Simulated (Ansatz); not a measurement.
**Work function of Be(0001): what the settings cost and change**

Aim: the work function of Be(0001) across levels of theory at one geometry.

Main program and level: Ansatz 0.2.0; plane-wave DFT, PBE, Ansatz PAW, in the first sound run; inputs show where later runs differ.

### 1. The structure

The cell holds 7 atoms: 7 Be. Its edges and angles: a = 2.290 Å, b = 2.290 Å, c = 28.765 Å, α = 90.0°, β = 90.0°, γ = 60.0°. Vacuum lies along c.

### 2. Run, setting PBE, Ansatz PAW (420 eV)

A work function rests on the faint tail of the density, so the SCF threshold is tight. PBE on the default files comes first; the next runs keep the geometry and change functional or files, each at the cutoff that its files recommend; a relaxation and, for heavy metals, spin-orbit coupling close the ladder.

input.yaml

```yaml
crystal:
  lattice:
    - [2.29, 0.0, 0.0]
    - [1.145, 1.9831981747, 0.0]
    - [0.0, 0.0, 28.76529]
  atoms:
    - { symbol: Be, position: [0.0, 0.0, 0.3128770821] }
    - { symbol: Be, position: [0.6666666667, 0.6666666667, 0.375251388] }
    - { symbol: Be, position: [0.0, 0.0, 0.437625694] }
    - { symbol: Be, position: [0.6666666667, 0.6666666667, 0.5] }
    - { symbol: Be, position: [0.0, 0.0, 0.562374306] }
    - { symbol: Be, position: [0.6666666667, 0.6666666667, 0.624748612] }
    - { symbol: Be, position: [0.0, 0.0, 0.6871229179] }
kpoints:
  mp_grid: { grid: [20, 20, 1] }
hamiltonian:
  xc: pbe
scf:
  occupations: { method: fermi_dirac, width: 0.1 }
  convergence: { dr2_threshold: 1.0e-09 }
efield:
  axis: 3
  dipole_correction: true
  ramp_position: 0.97
  ramp_width: 0.06
output:
  write_potential: true
  write_density: true
  volumetric_format: npy
  elf: true
```

Launch:

```console
$ ansatz run input.yaml --threads 2 --pin off --max-ram 3072MiB --backend cpu --events-out ev --progress --plain --runs-dir out
```

Numbers of over 12 decimals in the logs are rounded to 6 here.

Log:

```text
Engine: ansatz 0.2.0, aarch64-unknown-linux-gnu
Pseudopotentials: kind: paw
Pseudopotential: Be, paw, valence charge 2, recommended cutoff 420 eV (normal), Be.paw.azcp
Functional definition: PBE
  parameter kappa = 0.804
  parameter beta = 0.066725
  exchange = pbe_x(kappa = kappa, mu = beta*pi^2/3)
  correlation = pbe_c(beta = beta)
Crystal: 7 atoms, lattice volume = 130.638 Å³
Basis set: ecut = 420 eV, 2521 PW (Γ)
Bands: 14, of which v1, the nominal top of the filled ones, is band 7 counted from 1 (6 counted from 0)
Symmetry: 6 space group operations
k-points: 44 of 400 (time reversal used)
Non-local potential: Be, projectors of the file, l = 0: 2, l = 1: 2, l = 2: 1
PAW form: soft (Blöchl's): semilocal exchange-correlation on the pseudo side does not see the compensation charge
PAW one-centre angular grid: Be, 110 points (default); XC on 64 Gauss nodes
Initial density: superposition of atomic densities (neutral atoms: chi_scale 0, normalization atom), corrected by the library's trained network
Initial wavefunctions: pseudopotential atomic-orbital guess
Functional: x = pbe(κ = 0.804, μ = 0.219515), c = pbe(β = 0.066725)
SCF iter   1: F=—  HF=-648.323622 eV  |F-HF|=—  |Δ(HF+E_count)|=         —  Δρ=1.86e-3  dr2=1.38e-2  ethr=1.77e-3  p=0.000 e·Å  D=1.89e-14 V/Å  ΔV_dip=-0.00 eV  dr2_dipole=8.49e-9  V_vac-E_F(+/−)=5.46/5.46 eV  ⟨swp⟩=11.3  Hψ=6677  notcnv=0  defer=18
efield: sawtooth ramp at fractional position 0.9700 (set: `efield.ramp_position`, or a place that a band, a saddle search or an elastic batch's reference lends), width 0.0600; the density the first Hamiltonian is built on has a dipole p = 0.000 e·Å; the dipole correction subtracts the counter field D = 1.89e-14 V/Å, which shifts the + side's vacuum level by -0.00 eV against the − side's; the planar-averaged density in the ramp window peaks in size at 4.5e-6 e/Å³
preconditioner: auto → LDOS  [metal: Δε(μ)=0.058 eV  Ē_g=8.629 eV  σ=0.100 eV  W_gap=0.14  n_scr=16 (ndim 8)  ℏωp=12.2 eV  f_vac=0.475  D(μ)=1.46/eV (n_scr^D=12)  β→1.0]
SCF iter   2: F=—  HF=-648.323766 eV  |F-HF|=—  |Δ(HF+E_count)|=   1.44e-4  Δρ=9.01e-4  dr2=3.48e-3  ethr=9.83e-5  p=0.000 e·Å  D=2.19e-5 V/Å  ΔV_dip=-0.00 eV  dr2_dipole=5.37e-10  V_vac-E_F(+/−)=5.34/5.34 eV  ⟨swp⟩=2.5  Hψ=1313  notcnv=0  defer=22
SCF iter   3: F=—  HF=-648.322916 eV  |F-HF|=—  |Δ(HF+E_count)|=   8.50e-4  Δρ=2.20e-4  dr2=2.37e-4  ethr=2.49e-5  p=0.000 e·Å  D=2.13e-6 V/Å  ΔV_dip=-0.00 eV  dr2_dipole=3.94e-9  V_vac-E_F(+/−)=5.32/5.32 eV  ⟨swp⟩=2.2  Hψ=887  notcnv=0  defer=22
SCF iter   4: F=—  HF=-648.322877 eV  |F-HF|=—  |Δ(HF+E_count)|=   3.96e-5  Δρ=4.35e-5  dr2=8.35e-6  ethr=1.69e-6  p=0.000 e·Å  D=1.44e-6 V/Å  ΔV_dip=-0.00 eV  dr2_dipole=4.43e-12  V_vac-E_F(+/−)=5.32/5.32 eV  ⟨swp⟩=2.5  Hψ=931  notcnv=0  defer=22
SCF iter   5: F=—  HF=-648.322877 eV  |F-HF|=—  |Δ(HF+E_count)|=   4.46e-7  Δρ=9.10e-6  dr2=2.15e-7  ethr=5.96e-8  p=0.000 e·Å  D=4.26e-7 V/Å  ΔV_dip=-0.00 eV  dr2_dipole=2.82e-12  V_vac-E_F(+/−)=5.32/5.32 eV  ⟨swp⟩=2.1  Hψ=811  notcnv=0  defer=22
SCF iter   6: F=—  HF=-648.322878 eV  |F-HF|=—  |Δ(HF+E_count)|=   6.72e-7  Δρ=9.93e-7  dr2=1.55e-9  ethr=1.54e-9  p=0.000 e·Å  D=1.60e-7 V/Å  ΔV_dip=-0.00 eV  dr2_dipole=1.30e-15  V_vac-E_F(+/−)=5.32/5.32 eV  ⟨swp⟩=2.4  Hψ=936  notcnv=0  defer=22
SCF iter   7: F=-648.322878 eV  HF=-648.322878 eV  |F-HF|=1.29e-10  |Δ(HF+E_count)|=   5.48e-9  Δρ=1.47e-7  dr2=2.79e-11  ethr=7.14e-12  p=0.000 e·Å  D=3.61e-9 V/Å  ΔV_dip=-0.00 eV  dr2_dipole=1.61e-13  V_vac-E_F(+/−)=5.32/5.32 eV  ⟨swp⟩=9.1  Hψ=3049  notcnv=0
SCF 1 converged in 7 iterations: F = -648.322878 eV  dr2 = 2.79e-11
  greatest PAW one-centre occupation: 0.364 electrons in one spin orbital (limit 2), on the Be atom at site 1 (counted from 0), in its partial waves of l = 0
WARN: The output density's exchange-correlation potential varies sharply where the density is thin. Do not read a vacuum level from v_tot or v_xc, or from such a field of the output density. On a cell that repeats whose density bears no net charge and no dipole along the vacuum's axis use v_es (v_loc + v_h of the components); under efield.dipole_correction with no amplitude use v_es + v_field, which holds any externa [...]
SCF converged after 7 iterations
Free energy (F): -648.322878 eV
Harris-Foulkes:  -648.322878 eV  (|F-HF|=1.29e-10)
Internal energy: -648.275845 eV  (E = F + TS)
E sigma→0 (E₀):  -648.299361 eV
Entropy (-TS):   -0.047033 eV (-6.719 meV/atom)
Fermi energy:    0.283965 eV
Dipole field:    D = -0.000001 V/Å  (p = -0.000000 e·Å, saw-weighted, corrected)
Work function:   Φ+ = 5.3195 eV   Φ− = 5.3195 eV
Levels:          The Fermi level and band energies are counted from a zero that moves with the ramp; work functions are not
--- Per-component energies (eV) ---
  E_band       = -55.293033
  E_kinetic    = 139.863560
  E_local      = -5916.988758  (includes V_loc(G=0)·N_el)
  E_nonlocal   = 31.315072
  E_hartree    = 2921.014524
  E_xc         = -135.444536
  E_vxc        = -141.664742  (∫ρ·V_xc dr)
  E_paw        = -416.821656  (= ΣΔE_a)
  E_vpaw       = -9.847282  (= ΣTr[D̂ρ^β])
  E_aug_tail   = -0.000005  (compensation charges beyond the density's cutoff)
  E_efield     = 0.000000  (sawtooth field / dipole correction)
  E_vefield    = 0.000000  (∫n·V_field dr)
  E_ewald      = 2728.785952
  E_smearing   = -0.047033  (= −TS)
  E_closure    = -0.000000  (closes the sum)
  Σ components = -648.322878   (vs F -648.322878, Δ=0.00e0)
--- Band table (eV; the first three rows and the last of 44) ---
  k-point 0: bands = [... 3 lower, -7.8553, -6.4920, -4.9737, -2.4128, -2.1021, 2.8680, 4.5296, 5.1360, ... 3 higher]
  k-point 1: bands = [... 3 lower, -7.7827, -6.4176, -4.8943, -2.3353, -2.0164, 2.9050, 4.5968, 5.2241, ... 3 higher]
  k-point 2: bands = [... 3 lower, -7.5655, -6.1950, -4.6573, -2.1048, -1.7597, 3.0128, 4.7918, 5.4873, ... 3 higher]
  k-point 43: bands = [... 3 lower, -0.7015, -0.7004, 0.0452, 0.0945, 0.2533, 0.9131, 1.2487, 1.7705, ... 3 higher]
```

It took 17 s on 2 threads of Arm Neoverse N1, shared host; peak memory 0.37 GiB; 27 s of CPU time.

The column dr2 measures how far the density is from self-consistency, as an energy; F and HF (Harris–Foulkes) agree once it is small.

Numbers from this step:

| Quantity | Value |
| --- | --- |
| energy at zero smearing | -648.2994 eV |
| work function, upper face | 5.319 eV |

Running mean over 1.794 Å of the planar mean; the ramp of the sawtooth is left out. Table of electron's electrostatic potential energy less the Fermi level by z:

```csv
z (Å),electron's electrostatic potential energy less the Fermi level (eV)
4,5.32
5,5.32
6,5.29
7,4.82
8,0.0223
9,-5.98
10,-6.45
11,-6.66
12,-6.82
13,-6.91
14,-6.94
15,-6.94
16,-6.89
17,-6.78
18,-6.62
19,-6.40
20,-5.47
21,2.03
22,5.05
23,5.30
24,5.32
25,5.32
```

Valence density in the ca plane at fractional y = 0.000, with atoms of Be within 0.2 Å of it. It is the smooth field of the valence electrons, not physical close to the nuclei.

Ten even steps from '0' (0.00 e/Å³) to '9' (0.28 e/Å³), each cell a mean:
```
54689999996479999998648999998754531000000000
77889999998789999999879999998887631000000000
89988888888988888888898888888898631000000000
79988888888888888888888888888898631000000000
89988888888888888888888888888898631000000000
78888999998888999998889999998888631000000000
55789999997589999998658999998865531000000000
32589999995279999998438999998732431000000000
```
Columns run along c (16.0 Å, from fractional 0.30 to 0.86 of the cell), rows up along a (2.3 Å). Atoms in or near the plane, at fractional coordinates: Be at (0.31, 0.00), Be at (0.44, 0.00), Be at (0.56, 0.00), Be at (0.69, 0.00).

Electrostatic potential energy in the ca plane at fractional y = 0.000, with atoms of Be within 0.2 Å of it. With pseudopotentials it is smooth inside the atoms' cores, unlike the true potential.

Ten even steps from '0' (-45 eV) to '9' (6 eV), each cell a mean:
```
20378888861037888885104788888510489999999999
53588888874368888887436888888744689999999999
87888777887788877888778887788877899999999999
88888767888888866788888886678888999999999999
88888767888888876788888887688888899999999999
65788878886578887887657888788765799999999999
21378888862147888886214888888511589999999999
10268988850027888884003789888400389999999999
```
Columns run along c (16.0 Å, from fractional 0.30 to 0.86 of the cell; values clipped at the 3rd and 97th percentile), rows up along a (2.3 Å). Atoms in or near the plane, at fractional coordinates: Be at (0.31, 0.00), Be at (0.44, 0.00), Be at (0.56, 0.00), Be at (0.69, 0.00).

ELF in the ca plane at fractional y = 0.000, with atoms of Be within 0.2 Å of it. It is the smooth field of the valence electrons, not physical close to the nuclei.

Ten even steps from '0' (0.00) to '9' (0.78), each cell a mean:
```
00158999850026899984002799986200144210000000
32367888862147888875214788887422465310000000
87777656776677755677667765567778886310000000
99876434677777643577777753357789986420000000
98776545777677654677777765467788986410000000
54567777764357777776436777777645675310000000
00158999850026899984003799987300244310000000
00048999840016999983002799996200033210000000
```
Columns run along c (16.0 Å, from fractional 0.30 to 0.86 of the cell), rows up along a (2.3 Å). Atoms in or near the plane, at fractional coordinates: Be at (0.31, 0.00), Be at (0.44, 0.00), Be at (0.56, 0.00), Be at (0.69, 0.00).

The work function is 5.319 eV.

### 3. Slab

This step: plane-wave DFT, LDA, Ansatz PAW (Ansatz 0.2.0).

Edit input.yaml of step 2 so:

```diff
@@ -16,3 +16,3 @@
 hamiltonian:
-  xc: pbe
+  xc: lda
 scf:
@@ -29,2 +29 @@
   volumetric_format: npy
-  elf: true
```

Log:

```text
[...]
Crystal: 7 atoms, lattice volume = 130.638 Å³
Basis set: ecut = 420 eV, 2521 PW (Γ)
Bands: 14, of which v1, the nominal top of the filled ones, is band 7 counted from 1 (6 counted from 0)
Symmetry: 6 space group operations
k-points: 44 of 400 (time reversal used)
[...]
k-point 1: bands = [... 3 lower, -7.8612, -6.5154, -5.0219, -2.4632, -2.1697, 2.7833, 4.4484, 5.1615, ... 3 higher]
  k-point 2: bands = [... 3 lower, -7.6467, -6.2951, -4.7860, -2.2340, -1.9149, 2.8818, 4.6338, 5.4173, ... 3 higher]
  k-point 43: bands = [... 3 lower, -0.8808, -0.8775, -0.1403, -0.0839, 0.0769, 0.7330, 1.0636, 1.5862, ... 3 higher]
[key lines of the parts left out:]
SCF converged after 7 iterations
Free energy (F): -616.357691 eV
Fermi energy:    0.108647 eV
Dipole field:    D = -0.000000 V/Å  (p = -0.000000 e·Å, saw-weighted, corrected)
Work function:   Φ+ = 5.4982 eV   Φ− = 5.4982 eV
```

Wall time 17 s (2 threads); peak memory 0.36 GiB.

The work function is 5.498 eV, +0.179 eV from the run “PBE, Ansatz PAW (420 eV)”, at 0.99 times its CPU time.

### 4. Slab

This step: plane-wave DFT, PBEsol, Ansatz PAW (Ansatz 0.2.0).

Edit input.yaml of step 3 so:

```diff
@@ -16,3 +16,3 @@
 hamiltonian:
-  xc: lda
+  xc: pbesol
 scf:
```

Log:

```text
[...]
Crystal: 7 atoms, lattice volume = 130.638 Å³
Basis set: ecut = 420 eV, 2521 PW (Γ)
Bands: 14, of which v1, the nominal top of the filled ones, is band 7 counted from 1 (6 counted from 0)
Symmetry: 6 space group operations
k-points: 44 of 400 (time reversal used)
[...]
k-point 1: bands = [... 3 lower, -7.8118, -6.4484, -4.9288, -2.3700, -2.0574, 2.8730, 4.5984, 5.2714, ... 3 higher]
  k-point 2: bands = [... 3 lower, -7.5950, -6.2261, -4.6918, -2.1393, -1.8008, 2.9789, 4.7869, 5.5338, ... 3 higher]
  k-point 43: bands = [... 3 lower, -0.7417, -0.7375, 0.0047, 0.0556, 0.2110, 0.8744, 1.2107, 1.7258, ... 3 higher]
[key lines of the parts left out:]
SCF converged after 7 iterations
Free energy (F): -631.318196 eV
Fermi energy:    0.245619 eV
Dipole field:    D = -0.000001 V/Å  (p = -0.000001 e·Å, saw-weighted, corrected)
Work function:   Φ+ = 5.3764 eV   Φ− = 5.3763 eV
```

Elapsed: 17 s, on 2 threads; peak memory 0.36 GiB.

The work function is 5.376 eV, +0.057 eV from the run “PBE, Ansatz PAW (420 eV)”, at 1.0 times its CPU time.

### 5. Slab

This step: plane-wave DFT, RPBE, Ansatz PAW (Ansatz 0.2.0).

Edit input.yaml of step 4 so:

```diff
@@ -16,3 +16,3 @@
 hamiltonian:
-  xc: pbesol
+  xc: rpbe
 scf:
```

Log:

```text
[...]
Crystal: 7 atoms, lattice volume = 130.638 Å³
Basis set: ecut = 420 eV, 2521 PW (Γ)
Bands: 14, of which v1, the nominal top of the filled ones, is band 7 counted from 1 (6 counted from 0)
Symmetry: 6 space group operations
k-points: 44 of 400 (time reversal used)
[...]
k-point 1: bands = [... 3 lower, -7.7346, -6.3614, -4.8261, -2.2654, -1.9365, 2.9748, 4.6299, 5.1973, ... 3 higher]
  k-point 2: bands = [... 3 lower, -7.5162, -6.1378, -4.5885, -2.0341, -1.6789, 3.0867, 4.8338, 5.4623, ... 3 higher]
  k-point 43: bands = [... 3 lower, -0.6108, -0.6076, 0.1398, 0.1864, 0.3435, 1.0060, 1.3442, 1.8640, ... 3 higher]
[key lines of the parts left out:]
SCF converged after 7 iterations
Free energy (F): -654.845093 eV
Fermi energy:    0.374663 eV
Dipole field:    D = -0.000001 V/Å  (p = -0.000001 e·Å, saw-weighted, corrected)
Work function:   Φ+ = 5.2357 eV   Φ− = 5.2356 eV
```

Wall time 18 s (2 threads); peak memory 0.36 GiB.

The work function is 5.236 eV, -0.084 eV from the run “PBE, Ansatz PAW (420 eV)”, at 1.0 times its CPU time.

### 6. Run

This step: plane-wave DFT, r2SCAN, Ansatz PAW (Ansatz 0.2.0).

Edit input.yaml of step 5 so:

```diff
@@ -16,3 +16,3 @@
 hamiltonian:
-  xc: rpbe
+  xc: r2scan
 scf:
```

Log:

```text
[...]
Crystal: 7 atoms, lattice volume = 130.638 Å³
Basis set: ecut = 500 eV, 3267 PW (Γ), exchange–correlation on 72×72×864 points (64 copies of the dense FFT grid, shifted against one another)
Bands: 14, of which v1, the nominal top of the filled ones, is band 7 counted from 1 (6 counted from 0)
Symmetry: 6 space group operations
[...]
k-point 1: bands = [... 3 lower, -8.4259, -6.9517, -5.2979, -2.5873, -2.2226, 3.0015, 4.8912, 5.5509, ... 3 higher]
  k-point 2: bands = [... 3 lower, -8.1915, -6.7121, -5.0441, -2.3377, -1.9453, 3.1250, 5.0926, 5.8226, ... 3 higher]
  k-point 43: bands = [... 3 lower, -0.7696, -0.7459, 0.0324, 0.0747, 0.2276, 0.9336, 1.2999, 1.8247, ... 3 higher]
[key lines of the parts left out:]
SCF converged after 13 iterations
Free energy (F): -652.298484 eV
Fermi energy:    0.273766 eV
Dipole field:    D = -0.000001 V/Å  (p = -0.000001 e·Å, saw-weighted, corrected)
Work function:   Φ+ = 5.3868 eV   Φ− = 5.3868 eV
```

Wall time 48 s (2 threads); peak memory 0.57 GiB.

The work function is 5.387 eV, +0.067 eV from the run “PBE, Ansatz PAW (420 eV)”, at 2.7 times its CPU time.

### 7. Run

This step: plane-wave DFT, PBE, JTH PAW (Ansatz 0.2.0).

Edit input.yaml of step 6 so:

```diff
@@ -16,3 +16,4 @@
 hamiltonian:
-  xc: r2scan
+  xc: pbe
+  pseudopotentials: { kind: paw, source: jth }
 scf:
```

Log:

```text
[...]
k-point 1: bands = [... 10 lower, -7.2958, -5.9307, -4.4071, -1.8479, -1.5287, 3.3911, 5.0813, 5.7166, ... 3 higher]
  k-point 2: bands = [... 10 lower, -7.0787, -5.7082, -4.1702, -1.6173, -1.2720, 3.4990, 5.2764, 5.9790, ... 3 higher]
  k-point 43: bands = [... 10 lower, -0.2153, -0.2140, 0.5311, 0.5804, 0.7397, 1.3989, 1.7343, 2.2563, ... 3 higher]
[key lines of the parts left out:]
SCF converged after 8 iterations
Free energy (F): -2812.353141 eV
Fermi energy:    0.770764 eV
Dipole field:    D = 0.000000 V/Å  (p = 0.000000 e·Å, saw-weighted, corrected)
Work function:   Φ+ = 5.3171 eV   Φ− = 5.3171 eV
```

Elapsed: 70 s, on 2 threads; peak memory 1 GiB.

The work function is 5.317 eV, -0.002 eV from the run “PBE, Ansatz PAW (420 eV)”, at 4.3 times its CPU time.

### 8. Run

This step: plane-wave DFT, PBE, norm-conserving (Ansatz 0.2.0).

Edit input.yaml of step 7 so:

```diff
@@ -17,3 +17,3 @@
   xc: pbe
-  pseudopotentials: { kind: paw, source: jth }
+  pseudopotentials: { kind: nc }
 scf:
```

Log:

```text
[...]
Crystal: 7 atoms, lattice volume = 130.638 Å³
Basis set: ecut = 1800 eV, 22525 PW (Γ)
Bands: 21, of which v1, the nominal top of the filled ones, is band 14 counted from 1 (13 counted from 0)
Symmetry: 6 space group operations
k-points: 44 of 400 (time reversal used)
[...]
k-point 1: bands = [... 10 lower, -7.5581, -6.1929, -4.6695, -2.1102, -1.7915, 3.1324, 4.8229, 5.4579, ... 3 higher]
  k-point 2: bands = [... 10 lower, -7.3409, -5.9703, -4.4324, -1.8796, -1.5347, 3.2402, 5.0180, 5.7203, ... 3 higher]
  k-point 43: bands = [... 10 lower, -0.4761, -0.4746, 0.2709, 0.3203, 0.4789, 1.1392, 1.4750, 1.9964, ... 3 higher]
[key lines of the parts left out:]
SCF converged after 8 iterations
Free energy (F): -2738.762978 eV
Fermi energy:    0.509785 eV
Dipole field:    D = 0.000000 V/Å  (p = 0.000000 e·Å, saw-weighted, corrected)
Work function:   Φ+ = 5.3192 eV   Φ− = 5.3192 eV
```

It took 2.6 min on 2 threads; peak memory 1.4 GiB.

The work function is 5.319 eV, -0.000 eV from the run “PBE, Ansatz PAW (420 eV)”, at 10 times its CPU time.

[end of part 1 of 2]

[Logs are printed without paths, hosts, clocks, repeated set-up lines and the standing remarks that a program may print on its own settings, such as how far it seeks lower states.]

[Hosts, paths, dates, database ids (printed as entryN), source tags and the programs' standing remarks are cut or masked in the printed files.]

[Maps of the electrostatic potential energy from Ansatz leave out the sawtooth potential of an applied field or a dipole correction, so their vacuum need not be flat; planar profiles and work functions include it.]
